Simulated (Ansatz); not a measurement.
## Na on Pt(111): change of the work function

How does one ordered layer of Na (fcc site) change the work function of Pt(111), and what dipole does each adsorbate carry?

Calculated with Ansatz 0.2.0; plane-wave DFT, PBE, Ansatz PAW.

### 1. The structure

The cell holds 4 atoms: 4 Pt. Cell: a = 2.772 Å, b = 2.772 Å, c = 24.790 Å, α = 90.0°, β = 90.0°, γ = 60.0°. Vacuum lies along c.

### 2. The clean slab

The bare slab comes first, as the zero from which every change is counted. The two lowest layers are held at bulk places and the upper ones relax. The dipole correction removes the false field that a one-sided slab makes across the periodic vacuum, so each face gets a flat vacuum level of its own.

input.yaml

```yaml
crystal:
  lattice:
    - [2.7718585823, 0.0, 0.0]
    - [1.3859292911, 2.4004999479, 0.0]
    - [0.0, 0.0, 24.7896391657]
  atoms:
    - { symbol: Pt, position: [0.0, 0.0, 0.3630549013] }
    - { symbol: Pt, position: [0.3333333333, 0.3333333333, 0.4543516338] }
    - { symbol: Pt, position: [0.6666666667, 0.6666666667, 0.5456483662] }
    - { symbol: Pt, position: [0.0, 0.0, 0.6369450987] }
kpoints:
  mp_grid: { grid: [12, 12, 1] }
hamiltonian:
  xc: pbe
scf:
  occupations: { method: fermi_dirac, width: 0.1 }
  convergence: { dr2_threshold: 1.0e-08 }
efield:
  axis: 3
  dipole_correction: true
  ramp_position: 0.97
  ramp_width: 0.06
relax:
  f_tol: 0.02
  max_steps: 60
  constraints: [{ sites: [0, 1] }]
output:
  write_potential: true
  write_density: true
  volumetric_format: npy
```

The run is started by

```console
ansatz run input.yaml --threads 4 --pin off --max-ram 6144MiB --backend cpu --events-out ev --progress --plain --runs-dir out
```

Numbers of over 12 decimals in the logs are rounded to 6 here.

Output:

```text
Engine: ansatz 0.2.0, aarch64-unknown-linux-gnu
Pseudopotentials: kind: paw
Pseudopotential: Pt, paw, valence charge 18, recommended cutoff 420 eV (normal), Pt.paw.azcp
Functional definition: PBE
  parameter kappa = 0.804
  parameter beta = 0.066725
  exchange = pbe_x(kappa = kappa, mu = beta*pi^2/3)
  correlation = pbe_c(beta = beta)
Crystal: 4 atoms, lattice volume = 164.946 Å³
Basis set: ecut = 420 eV, 3263 PW (Γ), exchange–correlation on 40×40×360 points (8 copies of the dense FFT grid, shifted against one another)
Bands: 44, of which v1, the nominal top of the filled ones, is band 36 counted from 1 (35 counted from 0)
Symmetry: 6 space group operations
k-points: 19 of 144 (time reversal used)
Non-local potential: Pt, projectors of the file, l = 0: 3, l = 1: 2, l = 2: 2, l = 3: 1
PAW form: soft (Blöchl's): semilocal exchange-correlation on the pseudo side does not see the compensation charge
PAW one-centre angular grid: Pt, 590 points (default); XC on 64 Gauss nodes
Initial density: superposition of atomic densities (neutral atoms: chi_scale 0, normalization atom), corrected by the library's trained network
Initial wavefunctions: pseudopotential atomic-orbital guess
Functional: x = pbe(κ = 0.804, μ = 0.219515), c = pbe(β = 0.066725)
SCF iter   1: F=—  HF=-50090.991717 eV  |F-HF|=—  |Δ(HF+E_count)|=         —  Δρ=5.75e-3  dr2=3.09e-1  ethr=1.77e-3  p=-0.000 e·Å  D=-7.16e-15 V/Å  ΔV_dip=0.00 eV  dr2_dipole=3.81e-7  V_vac-E_F(+/−)=5.23/5.23 eV  ⟨swp⟩=8.8  Hψ=3876  notcnv=0  defer=3
efield: sawtooth ramp at fractional position 0.9700 (set: `efield.ramp_position`, or a place that a band, a saddle search or an elastic batch's reference lends), width 0.0600; the density the first Hamiltonian is built on has a dipole p = -0.000 e·Å; the dipole correction subtracts the counter field D = -7.16e-15 V/Å, which shifts the + side's vacuum level by +0.00 eV against the − side's; the planar-averaged density in the ramp window peaks in size at 7.4e-6 e/Å³
preconditioner: auto → LDOS  [metal: Δε(μ)=0.021 eV  Ē_g=7.789 eV  σ=0.100 eV  W_gap=0.05  n_scr=18 (ndim 8)  ℏωp=18.3 eV  f_vac=0.582  D(μ)=6.47/eV (n_scr^D=38)  β→1.0]
SCF iter   2: F=—  HF=-50090.990102 eV  |F-HF|=—  |Δ(HF+E_count)|=   1.61e-3  Δρ=3.29e-3  dr2=3.42e-2  ethr=4.29e-4  p=-0.000 e·Å  D=-9.35e-6 V/Å  ΔV_dip=0.00 eV  dr2_dipole=9.91e-8  V_vac-E_F(+/−)=5.71/5.71 eV  ⟨swp⟩=2.5  Hψ=1067  notcnv=0  defer=17
SCF iter   3: F=—  HF=-50090.987444 eV  |F-HF|=—  |Δ(HF+E_count)|=   2.66e-3  Δρ=1.41e-3  dr2=2.98e-2  ethr=4.75e-5  p=0.000 e·Å  D=7.75e-6 V/Å  ΔV_dip=-0.00 eV  dr2_dipole=2.74e-8  V_vac-E_F(+/−)=5.60/5.60 eV  ⟨swp⟩=2.6  Hψ=1528  notcnv=0  defer=17
SCF iter   4: F=—  HF=-50090.985222 eV  |F-HF|=—  |Δ(HF+E_count)|=   2.22e-3  Δρ=6.04e-4  dr2=1.66e-3  ethr=4.14e-5  p=-0.000 e·Å  D=-5.42e-7 V/Å  ΔV_dip=0.00 eV  dr2_dipole=9.16e-11  V_vac-E_F(+/−)=5.69/5.69 eV  ⟨swp⟩=2.1  Hψ=1183  notcnv=0  defer=17
SCF iter   5: F=—  HF=-50090.985125 eV  |F-HF|=—  |Δ(HF+E_count)|=   9.70e-5  Δρ=2.71e-4  dr2=8.45e-5  ethr=2.30e-6  p=-0.000 e·Å  D=-3.90e-7 V/Å  ΔV_dip=0.00 eV  dr2_dipole=9.10e-10  V_vac-E_F(+/−)=5.68/5.68 eV  ⟨swp⟩=2.7  Hψ=1289  notcnv=0  defer=17
SCF iter   6: F=—  HF=-50090.985171 eV  |F-HF|=—  |Δ(HF+E_count)|=   4.56e-5  Δρ=4.16e-5  dr2=6.87e-6  ethr=1.17e-7  p=-0.000 e·Å  D=-3.58e-7 V/Å  ΔV_dip=0.00 eV  dr2_dipole=4.46e-10  V_vac-E_F(+/−)=5.66/5.66 eV  ⟨swp⟩=2.3  Hψ=1289  notcnv=0  defer=17
SCF iter   7: F=—  HF=-50090.985173 eV  |F-HF|=—  |Δ(HF+E_count)|=   1.85e-6  Δρ=1.19e-5  dr2=1.38e-7  ethr=9.54e-9  p=-0.000 e·Å  D=-5.42e-8 V/Å  ΔV_dip=0.00 eV  dr2_dipole=9.52e-11  V_vac-E_F(+/−)=5.66/5.66 eV  ⟨swp⟩=2.1  Hψ=1237  notcnv=0  defer=15
SCF iter   8: F=-50090.985173 eV  HF=-50090.985173 eV  |F-HF|=5.49e-8  |Δ(HF+E_count)|=   2.85e-7  Δρ=3.95e-6  dr2=8.81e-9  ethr=1.39e-11  p=-0.000 e·Å  D=-3.69e-9 V/Å  ΔV_dip=0.00 eV  dr2_dipole=1.60e-11  V_vac-E_F(+/−)=5.66/5.66 eV  ⟨swp⟩=8.6  Hψ=6861  notcnv=0
SCF 1 converged in 8 iterations: F = -50090.985173 eV  dr2 = 8.81e-9
  greatest PAW one-centre occupation: 1.000 electrons in one spin orbital (limit 2), on the Pt atom at site 2 (counted from 0), in its partial waves of l = 0
relax step   1: F+E_penalty+E_count = -50090.98517332 eV  Δ(F+E_penalty+E_count) = +0.000e0 eV  max|allowed force component| = 4.882e-1 eV/Å  Δτ_max = 0.0000 Å  (8 SCF iters, accepted)
Initial density: handed on by an earlier stage of this run
Initial wavefunctions: those handed on with the density
iter 1 solved again at ethr=6.41e-4 eV; its pass at ethr=3.10e-3 eV (dr2=4.62e-1 eV) is discarded
SCF iter   1: F=—  HF=-50091.029097 eV  |F-HF|=—  |Δ(HF+E_count)|=         —  Δρ=1.16e-2  dr2=4.80e-1  ethr=6.41e-4  p=0.000 e·Å  D=2.66e-7 V/Å  ΔV_dip=-0.00 eV  dr2_dipole=1.45e-1  V_vac-E_F(+/−)=5.71/5.71 eV  ⟨swp⟩=1.3  Hψ=3370  notcnv=0  defer=8
efield: sawtooth ramp at fractional position 0.9700 (set: `efield.ramp_position`, or a place that a band, a saddle search or an elastic batch's reference lends), width 0.0600; the density the first Hamiltonian is built on has a dipole p = 0.000 e·Å; the dipole correction subtracts the counter field D = 2.66e-7 V/Å, which shifts the + side's vacuum level by -0.00 eV against the − side's; the planar-averaged density in the ramp window peaks in size at 3.0e-6 e/Å³
preconditioner: auto → LDOS  [metal: Δε(μ)=0.019 eV  Ē_g=7.721 eV  σ=0.100 eV  W_gap=0.05  n_scr=18 (ndim 8)  ℏωp=18.3 eV  f_vac=0.575  D(μ)=6.64/eV (n_scr^D=50)  β→1.0]
SCF iter   2: F=—  HF=-50091.023852 eV  |F-HF|=—  |Δ(HF+E_count)|=   5.24e-3  Δρ=5.67e-3  dr2=1.45e-1  ethr=6.41e-4  p=0.004 e·Å  D=4.87e-3 V/Å  ΔV_dip=-0.12 eV  dr2_dipole=2.41e-2  V_vac-E_F(+/−)=5.55/5.67 eV  ⟨swp⟩=2.2  Hψ=1413  notcnv=0  defer=8
SCF iter   3: F=—  HF=-50091.004026 eV  |F-HF|=—  |Δ(HF+E_count)|=   1.98e-2  Δρ=2.86e-3  dr2=4.20e-2  ethr=2.02e-4  p=-0.007 e·Å  D=-7.20e-3 V/Å  ΔV_dip=0.18 eV  dr2_dipole=8.42e-5  V_vac-E_F(+/−)=5.86/5.68 eV  ⟨swp⟩=2.5  Hψ=1442  notcnv=0  defer=8
SCF iter   4: F=—  HF=-50090.997103 eV  |F-HF|=—  |Δ(HF+E_count)|=   6.92e-3  Δρ=9.64e-4  dr2=2.01e-3  ethr=5.84e-5  p=-0.003 e·Å  D=-3.38e-3 V/Å  ΔV_dip=0.08 eV  dr2_dipole=4.64e-5  V_vac-E_F(+/−)=5.76/5.68 eV  ⟨swp⟩=2.2  Hψ=1278  notcnv=0  defer=9
SCF iter   5: F=—  HF=-50090.996566 eV  |F-HF|=—  |Δ(HF+E_count)|=   5.37e-4  Δρ=2.91e-4  dr2=3.62e-4  ethr=2.79e-6  p=-0.003 e·Å  D=-2.80e-3 V/Å  ΔV_dip=0.07 eV  dr2_dipole=2.93e-5  V_vac-E_F(+/−)=5.74/5.68 eV  ⟨swp⟩=2.4  Hψ=1502  notcnv=0  defer=14
[...]
SCF iter   5: F=—  HF=-50091.007567 eV  |F-HF|=—  |Δ(HF+E_count)|=   1.08e-4  Δρ=1.80e-4  dr2=2.14e-4  ethr=1.16e-6  p=-0.001 e·Å  D=-7.97e-4 V/Å  ΔV_dip=0.02 eV  dr2_dipole=3.83e-6  V_vac-E_F(+/−)=5.69/5.67 eV  ⟨swp⟩=3.1  Hψ=1402  notcnv=0  defer=18
SCF iter   6: F=—  HF=-50091.007565 eV  |F-HF|=—  |Δ(HF+E_count)|=   1.81e-6  Δρ=9.20e-5  dr2=5.87e-5  ethr=2.97e-7  p=-0.001 e·Å  D=-1.00e-3 V/Å  ΔV_dip=0.02 eV  dr2_dipole=6.27e-8  V_vac-E_F(+/−)=5.70/5.67 eV  ⟨swp⟩=1.1  Hψ=836  notcnv=0  defer=18
SCF iter   7: F=—  HF=-50091.007553 eV  |F-HF|=—  |Δ(HF+E_count)|=   1.18e-5  Δρ=3.49e-5  dr2=1.06e-5  ethr=8.15e-8  p=-0.001 e·Å  D=-1.10e-3 V/Å  ΔV_dip=0.03 eV  dr2_dipole=8.90e-8  V_vac-E_F(+/−)=5.70/5.67 eV  ⟨swp⟩=1.2  Hψ=849  notcnv=0  defer=18
SCF iter   8: F=—  HF=-50091.007547 eV  |F-HF|=—  |Δ(HF+E_count)|=   6.41e-6  Δρ=1.21e-5  dr2=9.31e-7  ethr=1.47e-8  p=-0.001 e·Å  D=-1.07e-3 V/Å  ΔV_dip=0.03 eV  dr2_dipole=4.31e-9  V_vac-E_F(+/−)=5.70/5.67 eV  ⟨swp⟩=1.3  Hψ=862  notcnv=0  defer=18
SCF iter   9: F=—  HF=-50091.007565 eV  |F-HF|=—  |Δ(HF+E_count)|=   1.86e-5  Δρ=4.45e-6  dr2=4.79e-8  ethr=1.29e-9  p=-0.001 e·Å  D=-1.05e-3 V/Å  ΔV_dip=0.03 eV  dr2_dipole=1.77e-11  V_vac-E_F(+/−)=5.70/5.67 eV  ⟨swp⟩=2.0  Hψ=1206  notcnv=0  defer=17
SCF iter  10: F=-50091.007565 eV  HF=-50091.007565 eV  |F-HF|=8.49e-9  |Δ(HF+E_count)|=   3.09e-8  Δρ=1.25e-6  dr2=6.34e-9  ethr=1.39e-11  p=-0.001 e·Å  D=-1.05e-3 V/Å  ΔV_dip=0.03 eV  dr2_dipole=6.37e-10  V_vac-E_F(+/−)=5.70/5.67 eV  ⟨swp⟩=10.8  Hψ=6133  notcnv=0
SCF 3 converged in 10 iterations: F = -50091.007565 eV  dr2 = 6.34e-9
relax step   3: F+E_penalty+E_count = -50091.00756550 eV  Δ(F+E_penalty+E_count) = -1.103e-2 eV  max|allowed force component| = 7.115e-2 eV/Å  Δτ_max = 0.0918 Å  (10 SCF iters, accepted)
SCF iter   1: F=—  HF=-50091.008192 eV  |F-HF|=—  |Δ(HF+E_count)|=         —  Δρ=8.74e-4  dr2=5.06e-3  ethr=8.17e-5  p=-0.001 e·Å  D=-1.05e-3 V/Å  ΔV_dip=0.03 eV  dr2_dipole=1.69e-3  V_vac-E_F(+/−)=5.70/5.68 eV  ⟨swp⟩=2.1  Hψ=1462  notcnv=0  defer=18
efield: sawtooth ramp at fractional position 0.9700 (set: `efield.ramp_position`, or a place that a band, a saddle search or an elastic batch's reference lends), width 0.0600; the density the first Hamiltonian is built on has a dipole p = -0.001 e·Å; the dipole correction subtracts the counter field D = -1.05e-3 V/Å, which shifts the + side's vacuum level by +0.03 eV against the − side's; the planar-averaged density in the ramp window peaks in size at 2.0e-6 e/Å³
preconditioner: auto → LDOS  [metal: Δε(μ)=0.023 eV  Ē_g=7.759 eV  σ=0.100 eV  W_gap=0.06  n_scr=18 (ndim 8)  ℏωp=18.3 eV  f_vac=0.578  D(μ)=6.69/eV (n_scr^D=50)  β→1.0]
SCF iter   2: F=—  HF=-50091.008116 eV  |F-HF|=—  |Δ(HF+E_count)|=   7.63e-5  Δρ=3.88e-4  dr2=1.13e-3  ethr=7.03e-6  p=-0.001 e·Å  D=-6.34e-4 V/Å  ΔV_dip=0.02 eV  dr2_dipole=3.13e-4  V_vac-E_F(+/−)=5.69/5.67 eV  ⟨swp⟩=2.1  Hψ=1263  notcnv=0  defer=18
SCF iter   3: F=—  HF=-50091.008027 eV  |F-HF|=—  |Δ(HF+E_count)|=   8.81e-5  Δρ=2.54e-4  dr2=3.19e-4  ethr=1.57e-6  p=-0.002 e·Å  D=-1.78e-3 V/Å  ΔV_dip=0.04 eV  dr2_dipole=1.14e-6  V_vac-E_F(+/−)=5.72/5.67 eV  ⟨swp⟩=2.1  Hψ=1334  notcnv=0  defer=18
SCF iter   4: F=—  HF=-50091.007979 eV  |F-HF|=—  |Δ(HF+E_count)|=   4.87e-5  Δρ=5.52e-5  dr2=1.73e-5  ethr=4.43e-7  p=-0.001 e·Å  D=-1.25e-3 V/Å  ΔV_dip=0.03 eV  dr2_dipole=8.32e-7  V_vac-E_F(+/−)=5.70/5.67 eV  ⟨swp⟩=2.6  Hψ=1384  notcnv=0  defer=18
SCF iter   5: F=—  HF=-50091.007980 eV  |F-HF|=—  |Δ(HF+E_count)|=   1.25e-6  Δρ=2.60e-5  dr2=4.55e-6  ethr=2.40e-8  p=-0.001 e·Å  D=-1.28e-3 V/Å  ΔV_dip=0.03 eV  dr2_dipole=1.21e-7  V_vac-E_F(+/−)=5.70/5.67 eV  ⟨swp⟩=2.7  Hψ=1356  notcnv=0  defer=18
SCF iter   6: F=—  HF=-50091.007983 eV  |F-HF|=—  |Δ(HF+E_count)|=   2.75e-6  Δρ=1.36e-5  dr2=1.32e-6  ethr=6.32e-9  p=-0.001 e·Å  D=-1.27e-3 V/Å  ΔV_dip=0.03 eV  dr2_dipole=2.79e-9  V_vac-E_F(+/−)=5.70/5.67 eV  ⟨swp⟩=1.2  Hψ=826  notcnv=0  defer=18
SCF iter   7: F=—  HF=-50091.007983 eV  |F-HF|=—  |Δ(HF+E_count)|=   1.03e-7  Δρ=5.23e-6  dr2=2.30e-7  ethr=1.84e-9  p=-0.001 e·Å  D=-1.26e-3 V/Å  ΔV_dip=0.03 eV  dr2_dipole=3.75e-9  V_vac-E_F(+/−)=5.70/5.67 eV  ⟨swp⟩=1.2  Hψ=830  notcnv=0  defer=18
SCF iter   8: F=—  HF=-50091.007983 eV  |F-HF|=—  |Δ(HF+E_count)|=   2.13e-8  Δρ=1.98e-6  dr2=1.77e-8  ethr=3.19e-10  p=-0.001 e·Å  D=-1.27e-3 V/Å  ΔV_dip=0.03 eV  dr2_dipole=2.49e-10  V_vac-E_F(+/−)=5.70/5.67 eV  ⟨swp⟩=1.3  Hψ=909  notcnv=0  defer=18
SCF iter   9: F=-50091.007983 eV  HF=-50091.007983 eV  |F-HF|=3.28e-9  |Δ(HF+E_count)|=   1.65e-8  Δρ=5.76e-7  dr2=7.83e-10  ethr=1.39e-11  p=-0.001 e·Å  D=-1.27e-3 V/Å  ΔV_dip=0.03 eV  dr2_dipole=4.15e-12  V_vac-E_F(+/−)=5.70/5.67 eV  ⟨swp⟩=9.9  Hψ=5738  notcnv=0
SCF 4 converged in 9 iterations: F = -50091.007983 eV  dr2 = 7.83e-10
relax step   4: F+E_penalty+E_count = -50091.00798290 eV  Δ(F+E_penalty+E_count) = -4.174e-4 eV  max|allowed force component| = 3.487e-4 eV/Å  Δτ_max = 0.0131 Å  (9 SCF iters, accepted)
NSCF: frozen V_eff on 19 k-points
the band table was solved once a step of the walk had ended and its energy, with any forces and stress, was formed, with the checks that follow a solve (4584 applications of the Hamiltonian). They found nothing against the state; the energy, forces and stress were not computed again (output.eigenvalues in the input reference)
SCF converged after 9 iterations
Free energy (F): -50091.007983 eV
Harris-Foulkes:  -50091.007983 eV  (|F-HF|=3.28e-9)
Internal energy: -50090.790083 eV  (E = F + TS)
E sigma→0 (E₀):  -50090.899033 eV
Entropy (-TS):   -0.217900 eV (-54.475 meV/atom)
Fermi energy:    4.900471 eV
Dipole field:    D = -0.001269 V/Å  (p = -0.001156 e·Å, saw-weighted, corrected)
Work function:   Φ+ = 5.7030 eV   Φ− = 5.6716 eV
Levels:          The Fermi level and band energies are counted from a zero that moves with the ramp; work functions are not
--- Per-component energies (eV) ---
  E_band       = -1818.910560
  E_kinetic    = 2546.761399
  E_local      = -123966.042925  (includes V_loc(G=0)·N_el)
  E_nonlocal   = 800.189997
  E_hartree    = 60581.101335
  E_xc         = -1044.614578
  E_vxc        = -1207.827318  (∫ρ·V_xc dr)
  E_paw        = -37816.082999  (= ΣΔE_a)
  E_vpaw       = -1154.195293  (= ΣTr[D̂ρ^β])
  E_aug_tail   = 0.000812  (compensation charges beyond the density's cutoff)
  E_efield     = 0.000001  (sawtooth field / dipole correction)
  E_vefield    = 0.003642  (∫n·V_field dr)
  E_ewald      = 48807.896875
  E_smearing   = -0.217900  (= −TS)
  E_closure    = -0.000000  (closes the sum)
  Σ components = -50091.007983   (vs F -50091.007983, Δ=0.00e0)
--- Forces (eV/Å), atoms counted from 1 ---
  atom   1  Pt    -0.00000000    -0.00000000    -0.48014120
  atom   2  Pt     0.00000000    -0.00000000     0.47992532
  atom   3  Pt    -0.00000000    -0.00000000     0.00034872
  atom   4  Pt     0.00000000     0.00000000    -0.00014185
  max |Σ_I F_I| component: 9.01e-6 eV/Å
--- Band table (eV; the first three rows and the last of 19) ---
  k-point 0: bands = [... 32 lower, 3.3721, 3.7295, 3.7295, 4.4538, 4.4538, 4.4677, 4.8736, 4.8736, ... 4 higher]
  k-point 1: bands = [... 32 lower, 3.2564, 3.5694, 3.7370, 3.8498, 4.2372, 4.4477, 4.8839, 5.4119, ... 4 higher]
  k-point 2: bands = [... 32 lower, 3.0456, 3.1540, 3.4980, 3.7132, 4.4250, 4.6025, 4.9064, 6.3631, ... 4 higher]
  k-point 18: bands = [... 32 lower, 4.2535, 4.5924, 4.6084, 4.6216, 9.8513, 9.8824, 9.8903, 10.6257, ... 4 higher]
--- Relaxed structure (4 steps of the walk, 4 accepted, 0 SCFs on fresh bases) ---
  F+E_penalty+E_count = -50091.00798290 eV   max|allowed force component| = 3.487e-4 eV/Å
  atoms:
    - { symbol: Pt, position: [0.0, 0.0, 0.363055] }
    - { symbol: Pt, position: [0.333333, 0.333333, 0.454352] }
    - { symbol: Pt, position: [0.666667, 0.666667, 0.547405] }
    - { symbol: Pt, position: [1.786073762132227e-18, -8.930368810661091e-19, 0.641619] }
```

The job ended after 20 s (4 threads of Arm Neoverse V1, shared host; peak memory 0.48 GiB; 72 s of CPU time).

Relaxation path:

```tsv
step	energy less that of the first step (eV)	largest force component (eV/Å)
1	0.0000	0.4882
2	-0.0114	0.3306
3	-0.0224	0.0711
4	-0.0228	0.0003
```

The run keeps the 6 symmetry operations that it works with, so distortions that break them were not tested.

The atoms that moved most (Å):

```tsv
atom	dx	dy	dz	length
Pt4	0.000	0.000	0.116	0.116
Pt3	0.000	0.000	0.044	0.044
```

Final coordinates:

```xyz
4
Lattice="2.7719 0.0000 0.0000 1.3859 2.4005 0.0000 0.0000 0.0000 24.7896" Properties=species:S:1:pos:R:3
Pt    0.0000    0.0000    9.0000
Pt    1.3859    0.8002   11.2632
Pt    2.7719    1.6003   13.5700
Pt    0.0000    0.0000   15.9055
```

Numbers from this step:

```
energy at zero smearing        : -50090.8990 eV
work function, upper face      : 5.703 eV
work function, lower face      : 5.672 eV
dipole along the normal        : -0.001156 e·Å
step between the vacuum levels : 0.03145 eV
```

Running mean over 2.263 Å of the planar mean; the ramp of the sawtooth is left out. The electron's electrostatic potential energy less the Fermi level by z:

```tsv
z (Å)	electron's electrostatic potential energy less the Fermi level (eV)
3.5	5.67
4.0	5.67
4.5	5.67
5.0	5.67
5.5	5.66
6.0	5.61
6.5	5.42
7.0	4.60
7.5	1.20
8.0	-4.97
8.5	-9.97
9.0	-11.6
9.5	-11.9
10.0	-12.1
10.5	-12.1
11.0	-12.2
11.5	-12.1
12.0	-11.8
12.5	-11.7
13.0	-11.9
13.5	-12.1
14.0	-11.8
14.5	-11.2
15.0	-11.2
15.5	-11.5
16.0	-11.3
16.5	-9.22
17.0	-3.69
17.5	2.21
18.0	4.90
18.5	5.51
19.0	5.66
19.5	5.69
20.0	5.70
20.5	5.70
21.0	5.70
21.5	5.70
```

The relaxation took 4 steps and lowered the energy by 0.023 eV; the largest force on the free atoms ends at 3.5e-4 eV/Å.

The work function of the upper face is 5.70 eV.

[end of part 1 of 2]

[Logs are printed without paths, hosts, clocks, repeated set-up lines and the standing remarks that a program may print on its own settings, such as how far it seeks lower states.]

[Hosts, paths, dates, database ids (printed as entryN), source tags and the programs' standing remarks are cut or masked in the printed files.]

[Maps of the electrostatic potential energy from Ansatz leave out the sawtooth potential of an applied field or a dipole correction, so their vacuum need not be flat; planar profiles and work functions include it.]
